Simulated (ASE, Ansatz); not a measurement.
# AlN(11-20)/C(110) interface (80 atoms): support functions against a reference, part 2 of 3

Aim: test how closely localised support functions follow the reference on AlN(11-20)/C(110) interface (80 atoms), and at what cost. A setting counts as converged where the r.m.s. difference of forces stays under 1 % of the r.m.s. force.

Ansatz 0.2.0; Kohn-Sham DFT, PBE, PAW (set soft_2), plane waves.

The cell: 16 Al, 16 N and 48 C. The cell is under 6 Å thick along one periodic direction. The host structure and its lattice constant were typed by rule, without a check against the phase diagram. Beside vacuum, support functions can miss their usual error bounds without a warning. The main run has no spin polarisation.

So far. Step 3 (Support functions medium): Forces differ from the reference by 0.66 meV/Å r.m.s., 0.042 % of their size, well within a tolerance of 1 %; the energy by -3.5 meV/atom. It took 1.9 min and 25 cycles; the reference's time can't be set against it, since the two runs asked for unlike analyses. Step 4 (Support functions low): Forces differ from the reference by 0.69 meV/Å r.m.s., 0.044 % of their size, well within a tolerance of 1 %; the energy by -3.5 meV/atom.

### 5. Support functions high

The cell is solved in localised support functions.

This step: Kohn-Sham DFT, PBE, PAW (set soft_2), localised support functions (high) (Ansatz 0.2.0).

Contents of input.yaml:

```yaml
crystal:
  lattice:
    - [10.7406, 0.0, 0.0]
    - [0.0, 5.0132, 0.0]
    - [0.0, 0.0, 22.27049]
  atoms:
    [... the 80 atom lines of step 2 ...]
kpoints:
  mp_grid: { grid: [1, 3, 1] }
hamiltonian:
  xc: pbe
scf:
  occupations: { method: gaussian, width: 0.025 }
  eigensolver: { kind: { support_functions: { accuracy: high } } }
  mixing: { beta: 0.2 }
  max_iter: 150
output:
  forces: true
```

Launch:

```
> ansatz run input.yaml --threads 4 --pin off --max-ram 8192MiB --backend cpu --events-out ev --progress --plain --runs-dir out
```

Numbers of over 12 decimals in the logs are rounded to 6 here.

What it wrote:

```text
[...]
Crystal: 80 atoms, lattice volume = 1199.150 Å³
Basis set: ecut = 420 eV, 23489 PW (Γ), exchange–correlation on 180×80×360 points (8 copies of the dense FFT grid, shifted against one another)
Bands: 192, of which v1, the nominal top of the filled ones, is band 160 counted from 1 (159 counted from 0)
Symmetry: 1 space group operations
k-points: 2 of 3 (time reversal used)
[...]
SCF iter   1: F=—  HF=-26792.917574 eV  |F-HF|=—  |Δ(HF+E_count)|=         —  Δρ=1.12e-1  dr2=2.15e2  ethr=1.00e-1
[...]
SCF iter  32: F=—  HF=-26767.655221 eV  |F-HF|=—  |Δ(HF+E_count)|=   2.08e-5  Δρ=4.74e-7  dr2=4.55e-9  ethr=2.07e-12  κ⁻¹=6.5e-4(r=7)
SCF iter  33: F=-26767.655241 eV  HF=-26767.655241 eV  |F-HF|=2.26e-10  |Δ(HF+E_count)|=   1.97e-5  Δρ=3.49e-7  dr2=2.34e-9  ethr=1.42e-12
SCF 1 converged in 33 iterations: F = -26767.656157 eV  dr2 = 2.34e-9
[...]
SCF converged after 33 iterations
[...]
Free energy (F): -26767.656157 eV
[...]
Internal energy: -26767.649966 eV  (E = F + TS)
E sigma→0 (E₀):  -26767.653061 eV
Entropy (-TS):   -0.006191 eV (-0.077 meV/atom)
Fermi energy:    3.120903 eV
[...]
Σ components = -26767.656157   (vs F -26767.656157, Δ=0.00e0)
--- Forces (eV/Å), atoms counted from 1 ---
  atom   1  Al    -2.26538073    -1.38891956     0.97395390
  atom   2  N      0.79588250     1.35119881    -0.71478087
  atom   3  Al     1.54226077    -1.39031460     0.96382327
  atom   4  N     -0.15348833     1.06852953    -0.58766954
[...]
atom  80  C     -4.06170638     0.89852375    -1.01492319
  max |Σ_I F_I| component: 7.56e-4 eV/Å
--- Band table (eV) ---
[...]
```

Run time: 8.3 min. Hardware: 4 threads of Arm Neoverse V2, shared host; peak memory 5.1 GiB.

Keys that differ from the reference: support_functions.accuracy = "high", scf.max_iter = 150 and scf.mixing.beta = 0.2.

Forces differ from the reference by 0.61 meV/Å r.m.s., 0.039 % of their size, well within a tolerance of 1 %; the energy by -3.5 meV/atom. It took 8.3 min and 33 cycles; the reference's time can't be set against it, since the two runs asked for unlike analyses.

### 6. Support functions medium, radius 3.22 Å

The radius confines each support function; a larger one gives more freedom and more work per atom.

This step: Kohn-Sham DFT, PBE, PAW (set soft_2), localised support functions (medium) (Ansatz 0.2.0).

input.yaml, the sections that differ from step 5:

```yaml
scf:
  occupations: { method: gaussian, width: 0.025 }
  eigensolver: { kind: { support_functions: { accuracy: medium, radius: 3.22 } } }
  mixing: { beta: 0.2 }
  max_iter: 150
# crystal, kpoints, hamiltonian, output: as in step 5
```

What it wrote:

```text
[...]
Crystal: 80 atoms, lattice volume = 1199.150 Å³
Basis set: ecut = 420 eV, 23489 PW (Γ), exchange–correlation on 144×72×300 points (8 copies of the dense FFT grid, shifted against one another)
Bands: 192, of which v1, the nominal top of the filled ones, is band 160 counted from 1 (159 counted from 0)
Symmetry: 1 space group operations
k-points: 2 of 3 (time reversal used)
[...]
Eigensolver: Support functions (medium, 54×24×108 points, laid for a spacing of at most 0.212739 Å, radius 3.220000 Å, 26 sites without an atom, 2 species' potentials softened for the grid, 3 wholly corrected for its errors in the mean over positions, 3 with the egg-box correction, energy correction by stochastic trace)
[...]
SCF iter   1: F=—  HF=-26787.621489 eV  |F-HF|=—  |Δ(HF+E_count)|=         —  Δρ=1.11e-1  dr2=2.10e2  ethr=1.00e-1
[...]
SCF iter  24: F=—  HF=-26767.646745 eV  |F-HF|=—  |Δ(HF+E_count)|=   8.21e-7  Δρ=8.58e-6  dr2=1.88e-6  ethr=1.09e-9  κ⁻¹=1.1e-4(r=7)
SCF iter  25: F=-26767.646745 eV  HF=-26767.646745 eV  |F-HF|=1.21e-7  |Δ(HF+E_count)|=   3.28e-7  Δρ=5.21e-6  dr2=7.49e-7  ethr=5.89e-10
SCF 1 converged in 25 iterations: F = -26767.659299 eV  dr2 = 7.49e-7
[...]
SCF converged after 25 iterations
[...]
Free energy (F): -26767.659299 eV
[...]
Internal energy: -26767.653130 eV  (E = F + TS)
E sigma→0 (E₀):  -26767.656215 eV
Entropy (-TS):   -0.006169 eV (-0.077 meV/atom)
Fermi energy:    3.121676 eV
[...]
Σ components = -26767.659299   (vs F -26767.659299, Δ=0.00e0)
--- Forces (eV/Å), atoms counted from 1 ---
  atom   1  Al    -2.26541671    -1.38900762     0.97443178
  atom   2  N      0.79558893     1.35054717    -0.71490150
  atom   3  Al     1.54230060    -1.39021535     0.96459398
  atom   4  N     -0.15314450     1.06793034    -0.58809067
[...]
atom  80  C     -4.06155376     0.89824552    -1.01490607
  max |Σ_I F_I| component: 2.27e-2 eV/Å
--- Band table (eV) ---
[...]
```

Wall time 1.8 min (4 threads); peak memory 2.3 GiB; 6.8 min of CPU time.

Keys that differ from the reference: support_functions.accuracy = "medium", support_functions.radius = 3.22, scf.max_iter = 150 and scf.mixing.beta = 0.2.

Forces differ from the reference by 0.69 meV/Å r.m.s., 0.044 % of their size, well within a tolerance of 1 %; the energy by -3.5 meV/atom. It took 1.8 min and 25 cycles; the reference's time can't be set against it, since the two runs asked for unlike analyses.

### 7. Support functions medium, radius 3.49 Å

The radius confines each support function; a larger one gives more freedom and more work per atom.

input.yaml, the sections that differ from step 6:

```yaml
scf:
  occupations: { method: gaussian, width: 0.025 }
  eigensolver: { kind: { support_functions: { accuracy: medium, radius: 3.49 } } }
  mixing: { beta: 0.2 }
  max_iter: 150
# crystal, kpoints, hamiltonian, output: as in step 6
```

What it wrote:

```text
[...]
Crystal: 80 atoms, lattice volume = 1199.150 Å³
Basis set: ecut = 420 eV, 23489 PW (Γ), exchange–correlation on 144×72×300 points (8 copies of the dense FFT grid, shifted against one another)
Bands: 192, of which v1, the nominal top of the filled ones, is band 160 counted from 1 (159 counted from 0)
Symmetry: 1 space group operations
k-points: 2 of 3 (time reversal used)
[...]
SCF iter   1: F=—  HF=-26791.150975 eV  |F-HF|=—  |Δ(HF+E_count)|=         —  Δρ=1.12e-1  dr2=2.12e2  ethr=1.00e-1
[...]
SCF iter  25: F=—  HF=-26767.654130 eV  |F-HF|=—  |Δ(HF+E_count)|=   3.53e-7  Δρ=1.26e-5  dr2=2.56e-6  ethr=1.86e-9  κ⁻¹=7.1e-4(r=7)
SCF iter  26: F=-26767.654129 eV  HF=-26767.654129 eV  |F-HF|=3.60e-7  |Δ(HF+E_count)|=   1.62e-7  Δρ=4.72e-6  dr2=6.15e-7  ethr=8.01e-10
SCF 1 converged in 26 iterations: F = -26767.659360 eV  dr2 = 6.15e-7
[...]
SCF converged after 26 iterations
[...]
Free energy (F): -26767.659360 eV
[...]
Internal energy: -26767.653182 eV  (E = F + TS)
E sigma→0 (E₀):  -26767.656271 eV
Entropy (-TS):   -0.006178 eV (-0.077 meV/atom)
Fermi energy:    3.121033 eV
[...]
Σ components = -26767.659360   (vs F -26767.659360, Δ=0.00e0)
--- Forces (eV/Å), atoms counted from 1 ---
  atom   1  Al    -2.26536294    -1.38887474     0.97447041
  atom   2  N      0.79572745     1.35070415    -0.71457282
  atom   3  Al     1.54228326    -1.39013169     0.96428991
  atom   4  N     -0.15328195     1.06789086    -0.58749435
[...]
atom  80  C     -4.06172360     0.89824373    -1.01498763
  max |Σ_I F_I| component: 2.18e-2 eV/Å
--- Band table (eV) ---
[...]
```

Run time: 2.2 min. Hardware: 4 threads; peak memory 2.6 GiB; 8.5 min of CPU time.

Keys that differ from the reference: support_functions.accuracy = "medium", support_functions.radius = 3.49, scf.max_iter = 150 and scf.mixing.beta = 0.2.

Forces differ from the reference by 0.66 meV/Å r.m.s., 0.042 % of their size, well within a tolerance of 1 %; the energy by -3.5 meV/atom. It took 2.2 min and 26 cycles; the reference's time can't be set against it, since the two runs asked for unlike analyses.

### 8. Support functions medium, radius 3.72 Å

The radius confines each support function; a larger one gives more freedom and more work per atom.

input.yaml, the sections that differ from step 7:

```yaml
scf:
  occupations: { method: gaussian, width: 0.025 }
  eigensolver: { kind: { support_functions: { accuracy: medium, radius: 3.72 } } }
  mixing: { beta: 0.2 }
  max_iter: 150
# crystal, kpoints, hamiltonian, output: as in step 7
```

What it wrote:

```text
[...]
Crystal: 80 atoms, lattice volume = 1199.150 Å³
Basis set: ecut = 420 eV, 23489 PW (Γ), exchange–correlation on 144×72×300 points (8 copies of the dense FFT grid, shifted against one another)
Bands: 192, of which v1, the nominal top of the filled ones, is band 160 counted from 1 (159 counted from 0)
Symmetry: 1 space group operations
k-points: 2 of 3 (time reversal used)
[...]
SCF iter   1: F=—  HF=-26792.459795 eV  |F-HF|=—  |Δ(HF+E_count)|=         —  Δρ=1.12e-1  dr2=2.13e2  ethr=1.00e-1
[...]
SCF iter  24: F=—  HF=-26767.656684 eV  |F-HF|=—  |Δ(HF+E_count)|=   9.21e-5  Δρ=9.59e-6  dr2=2.07e-6  ethr=2.24e-9  κ⁻¹=8.3e-5(r=7)
SCF iter  25: F=-26767.656685 eV  HF=-26767.656685 eV  |F-HF|=1.31e-7  |Δ(HF+E_count)|=   4.19e-7  Δρ=6.89e-6  dr2=1.15e-6  ethr=6.48e-10
SCF 1 converged in 25 iterations: F = -26767.659418 eV  dr2 = 1.15e-6
[...]
SCF converged after 25 iterations
[...]
Free energy (F): -26767.659418 eV
[...]
Internal energy: -26767.653234 eV  (E = F + TS)
E sigma→0 (E₀):  -26767.656326 eV
Entropy (-TS):   -0.006185 eV (-0.077 meV/atom)
Fermi energy:    3.121159 eV
[...]
Σ components = -26767.659418   (vs F -26767.659418, Δ=0.00e0)
--- Forces (eV/Å), atoms counted from 1 ---
  atom   1  Al    -2.26532598    -1.38899814     0.97451281
  atom   2  N      0.79569408     1.35071394    -0.71470295
  atom   3  Al     1.54224912    -1.39016897     0.96436732
  atom   4  N     -0.15327034     1.06785075    -0.58747300
[...]
atom  80  C     -4.06172070     0.89831368    -1.01489020
  max |Σ_I F_I| component: 2.30e-2 eV/Å
--- Band table (eV) ---
[...]
```

Wall time 2.7 min (4 threads); peak memory 2.8 GiB; 11 min of CPU time.

Keys that differ from the reference: support_functions.accuracy = "medium", support_functions.radius = 3.72, scf.max_iter = 150 and scf.mixing.beta = 0.2.

Forces differ from the reference by 0.65 meV/Å r.m.s., 0.042 % of their size, well within a tolerance of 1 %; the energy by -3.5 meV/atom. It took 2.7 min and 25 cycles; the reference's time can't be set against it, since the two runs asked for unlike analyses.

### 9. Support functions medium, radius 3.98 Å

The radius confines each support function; a larger one gives more freedom and more work per atom.

input.yaml, the sections that differ from step 8:

```yaml
scf:
  occupations: { method: gaussian, width: 0.025 }
  eigensolver: { kind: { support_functions: { accuracy: medium, radius: 3.98 } } }
  mixing: { beta: 0.2 }
  max_iter: 150
# crystal, kpoints, hamiltonian, output: as in step 8
```

What it wrote:

```text
[...]
Crystal: 80 atoms, lattice volume = 1199.150 Å³
Basis set: ecut = 420 eV, 23489 PW (Γ), exchange–correlation on 144×72×300 points (8 copies of the dense FFT grid, shifted against one another)
Bands: 192, of which v1, the nominal top of the filled ones, is band 160 counted from 1 (159 counted from 0)
Symmetry: 1 space group operations
k-points: 2 of 3 (time reversal used)
[...]
SCF iter   1: F=—  HF=-26792.994446 eV  |F-HF|=—  |Δ(HF+E_count)|=         —  Δρ=1.12e-1  dr2=2.14e2  ethr=1.00e-1
[...]
SCF iter  24: F=—  HF=-26767.658020 eV  |F-HF|=—  |Δ(HF+E_count)|=   4.84e-5  Δρ=1.12e-5  dr2=2.68e-6  ethr=2.00e-9  κ⁻¹=3.0e-4(r=7)
SCF iter  25: F=-26767.658020 eV  HF=-26767.658020 eV  |F-HF|=5.35e-8  |Δ(HF+E_count)|=   4.04e-7  Δρ=6.54e-6  dr2=1.05e-6  ethr=8.39e-10
SCF 1 converged in 25 iterations: F = -26767.659426 eV  dr2 = 1.05e-6
[...]
SCF converged after 25 iterations
[...]
Free energy (F): -26767.659426 eV
[...]
Internal energy: -26767.653236 eV  (E = F + TS)
E sigma→0 (E₀):  -26767.656331 eV
Entropy (-TS):   -0.006189 eV (-0.077 meV/atom)
Fermi energy:    3.121059 eV
[...]
Σ components = -26767.659426   (vs F -26767.659426, Δ=0.00e0)
--- Forces (eV/Å), atoms counted from 1 ---
  atom   1  Al    -2.26539459    -1.38900113     0.97439232
  atom   2  N      0.79572961     1.35063862    -0.71470009
  atom   3  Al     1.54240492    -1.39021427     0.96430683
  atom   4  N     -0.15332765     1.06782776    -0.58753911
[...]
atom  80  C     -4.06166904     0.89832088    -1.01480834
  max |Σ_I F_I| component: 2.35e-2 eV/Å
--- Band table (eV) ---
[...]
```

Wall time 3.3 min (4 threads); peak memory 3.1 GiB.

Keys that differ from the reference: support_functions.accuracy = "medium", support_functions.radius = 3.98, scf.max_iter = 150 and scf.mixing.beta = 0.2.

Forces differ from the reference by 0.65 meV/Å r.m.s., 0.041 % of their size, well within a tolerance of 1 %; the energy by -3.5 meV/atom. It took 3.3 min and 25 cycles; the reference's time can't be set against it, since the two runs asked for unlike analyses.

### 10. Support functions medium, radius 4.48 Å

The radius confines each support function; a larger one gives more freedom and more work per atom.

input.yaml, the sections that differ from step 9:

```yaml
scf:
  occupations: { method: gaussian, width: 0.025 }
  eigensolver: { kind: { support_functions: { accuracy: medium, radius: 4.48 } } }
  mixing: { beta: 0.2 }
  max_iter: 150
# crystal, kpoints, hamiltonian, output: as in step 9
```

What it wrote:

```text
[...]
Crystal: 80 atoms, lattice volume = 1199.150 Å³
Basis set: ecut = 420 eV, 23489 PW (Γ), exchange–correlation on 144×72×300 points (8 copies of the dense FFT grid, shifted against one another)
Bands: 192, of which v1, the nominal top of the filled ones, is band 160 counted from 1 (159 counted from 0)
Symmetry: 1 space group operations
k-points: 2 of 3 (time reversal used)
[...]
SCF iter   1: F=—  HF=-26793.194067 eV  |F-HF|=—  |Δ(HF+E_count)|=         —  Δρ=1.13e-1  dr2=2.16e2  ethr=1.00e-1
[...]
SCF iter  24: F=—  HF=-26767.658941 eV  |F-HF|=—  |Δ(HF+E_count)|=   9.69e-7  Δρ=1.40e-5  dr2=3.03e-6  ethr=2.20e-9  κ⁻¹=4.3e-4(r=7)
SCF iter  25: F=-26767.658942 eV  HF=-26767.658942 eV  |F-HF|=7.31e-9  |Δ(HF+E_count)|=   7.35e-7  Δρ=7.10e-6  dr2=9.36e-7  ethr=9.46e-10
SCF 1 converged in 25 iterations: F = -26767.659428 eV  dr2 = 9.36e-7
[...]
SCF converged after 25 iterations
[...]
Free energy (F): -26767.659428 eV
[...]
Internal energy: -26767.653237 eV  (E = F + TS)
E sigma→0 (E₀):  -26767.656332 eV
Entropy (-TS):   -0.006191 eV (-0.077 meV/atom)
Fermi energy:    3.121070 eV
[...]
Σ components = -26767.659428   (vs F -26767.659428, Δ=0.00e0)
--- Forces (eV/Å), atoms counted from 1 ---
  atom   1  Al    -2.26529280    -1.38898670     0.97440543
  atom   2  N      0.79570457     1.35059349    -0.71479077
  atom   3  Al     1.54233864    -1.39019131     0.96430427
  atom   4  N     -0.15329965     1.06777435    -0.58764722
[...]
atom  80  C     -4.06158456     0.89830853    -1.01473759
  max |Σ_I F_I| component: 2.39e-2 eV/Å
--- Band table (eV) ---
[...]
```

Elapsed: 4.8 min, on 4 threads; peak memory 3.7 GiB; 19 min of CPU time.

Keys that differ from the reference: support_functions.accuracy = "medium", support_functions.radius = 4.48, scf.max_iter = 150 and scf.mixing.beta = 0.2.

Forces differ from the reference by 0.65 meV/Å r.m.s., 0.041 % of their size, well within a tolerance of 1 %; the energy by -3.5 meV/atom. It took 4.8 min and 25 cycles; the reference's time can't be set against it, since the two runs asked for unlike analyses.

### 11. The ladder side by side

Differences are against the plane-wave reference (Kohn-Sham DFT, PBE, PAW (set soft_2), plane waves), whose r.m.s. force component is 1.58 eV/Å. Energies are set beside the reference only for runs with its functional, potentials and electron count. Times are for 4 threads of Arm Neoverse V2, shared host. The reference's time includes the DOS and grids, which some other runs skip.

| run | Δ force, r.m.s. (meV/Å) | share of r.m.s. force (%) | Δ energy (meV/atom) | cycles | time | host memory (GiB) |
| --- | --- | --- | --- | --- | --- | --- |
| reference | - | - | - | 17 | 53 s | 2.5 |
| support functions medium | 0.658 | 0.0418 | -3.51 | 25 | 1.9 min | 2.4 |
| support functions low | 0.688 | 0.0437 | -3.51 | 22 | 1.7 min | 2.4 |
| support functions high | 0.61 | 0.0388 | -3.47 | 33 | 8.3 min | 5.1 |
| support functions medium, radius 3.22 Å | 0.695 | 0.0441 | -3.51 | 25 | 1.8 min | 2.3 |
| support functions medium, radius 3.49 Å | 0.657 | 0.0417 | -3.51 | 26 | 2.2 min | 2.6 |
| support functions medium, radius 3.72 Å | 0.654 | 0.0415 | -3.51 | 25 | 2.7 min | 2.8 |
| support functions medium, radius 3.98 Å | 0.65 | 0.0412 | -3.51 | 25 | 3.3 min | 3.1 |
| support functions medium, radius 4.48 Å | 0.649 | 0.0412 | -3.51 | 25 | 4.8 min | 3.7 |

(Continued in part 3 of 3.)

[Logs are printed without paths, hosts, clocks, repeated set-up lines and the standing remarks that a program may print on its own settings, such as how far it seeks lower states.]

[Hosts, paths, dates, database ids (printed as entryN), source tags and the programs' standing remarks are cut or masked in the printed files.]
